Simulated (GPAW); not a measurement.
Consider LiMg (P-6m2).

```xyz
2
Lattice="3.1085 0.0000 0.0000 -1.5542 2.6920 0.0000 0.0000 0.0000 5.0255" Properties=species:S:1:pos:R:3 pbc="T T T"
Mg    1.5542    0.8973    2.5127
Li    0.0000    0.0000    0.0000
```

Absorber: atom 2, with 6 Mg at 3.09 Å and 6 Li at 3.11 Å (anticuboctahedral, as in hcp, site symmetry -6m2). Method: GPAW, LDA, excited-electron core hole (neutral cell), 8-atom cell with 5.9 Å between holes, 5×5×5 k points, dipole transitions, Gaussian full width 0.9 eV up to 4 eV, rising linearly to 3.5 eV at 25 eV.

Predict the near-edge structure at the Li K edge.

Main maxima up to 24 eV above the zero (height): 3.9 eV (1.32), 7.4 eV (1.89) and 13.7 eV (0.92). A K edge sees empty p states on the absorber. The total-energy difference is 57.02 eV. One term is added: -3.34 eV, since the hole is spin-paired here and a spin-polarised one costs that much less in the free atom (computed apart). The photon energy is then 53.69 eV. The tabulated edge of the element is 54.7 eV. The functional leaves an error in such absolute values: in the free atom LDA prices this hole 1.0 eV below PBE (computed apart), and PBE is itself good to a few eV.

The Li K spectrum (energy from the lowest empty level; intensity scaled to a mean of 1 over the first 20 eV; polarised curves are means over the symmetry-equivalent atoms):

```tsv
E (eV)	isotropic	ε ⊥ c	ε ∥ c
-2.0	0.00	0.00	0.00
-1.4	0.00	0.00	0.00
-0.8	0.02	0.03	0.02
-0.2	0.27	0.28	0.24
0.4	0.58	0.63	0.47
1.0	0.88	0.99	0.65
1.6	1.00	0.98	1.04
2.2	1.04	0.90	1.32
2.8	1.15	0.98	1.47
3.4	1.21	1.10	1.42
4.0	1.31	1.31	1.33
4.6	1.09	1.22	0.84
5.2	1.03	1.15	0.78
5.8	1.16	1.31	0.85
6.4	1.39	1.55	1.07
7.0	1.78	1.92	1.50
7.6	1.87	1.95	1.72
8.2	1.59	1.56	1.66
8.8	1.39	1.24	1.69
9.4	1.39	1.23	1.73
10.0	1.28	1.18	1.48
10.6	1.03	1.04	1.01
11.2	0.85	0.91	0.72
11.8	0.80	0.84	0.70
12.4	0.82	0.82	0.82
13.0	0.88	0.85	0.94
13.6	0.92	0.88	1.00
14.2	0.89	0.83	1.02
14.8	0.82	0.72	1.02
15.4	0.76	0.63	1.03
16.0	0.73	0.60	0.99
16.6	0.71	0.62	0.89
17.2	0.67	0.62	0.76
17.8	0.61	0.60	0.64
18.4	0.54	0.55	0.53
19.0	0.48	0.50	0.43
19.6	0.43	0.48	0.35
20.2	0.42	0.48	0.29
20.8	0.42	0.51	0.26
21.4	0.45	0.55	0.27
22.0	0.49	0.59	0.29
22.6	0.52	0.62	0.33
23.2	0.55	0.64	0.37
23.8	0.58	0.65	0.42
24.4	0.60	0.67	0.46
25.0	0.61	0.67	0.50
25.6	0.63	0.67	0.54
26.2	0.64	0.67	0.58
26.8	0.65	0.67	0.62
27.4	0.65	0.66	0.65
28.0	0.65	0.64	0.66
28.6	0.64	0.63	0.66
29.2	0.62	0.60	0.65
29.8	0.59	0.57	0.64
30.4	0.56	0.53	0.63
31.0	0.54	0.50	0.63
31.6	0.52	0.46	0.63
```

The holes are only 5.9 Å apart, so the shape is probably not converged with cell size; no larger cell was run here. The mesh is coarse (0.26 Å⁻¹ between points), so small maxima may be mesh ripples. The structure is a computed Materials Project entry and may be a hypothetical form.

[Banner, clock and machine lines of the logs are left out without a mark of their own.]

[Logs are printed without paths, hosts, clocks, repeated set-up lines and the standing remarks that a program may print on its own settings, such as how far it seeks lower states.]

[Hosts, paths, dates, database ids (printed as entryN), source tags and the programs' standing remarks are cut or masked in the printed files.]

[Lists of maxima count a maximum above −3 eV only where it reaches 4 % of the highest in the window and stands out from its surroundings by 2 % of it (1.5 % where it reaches 55 %); shoulders and weaker maxima are passed over, and of the rest the first, up to two pre-edge ones and the few strongest are named.]
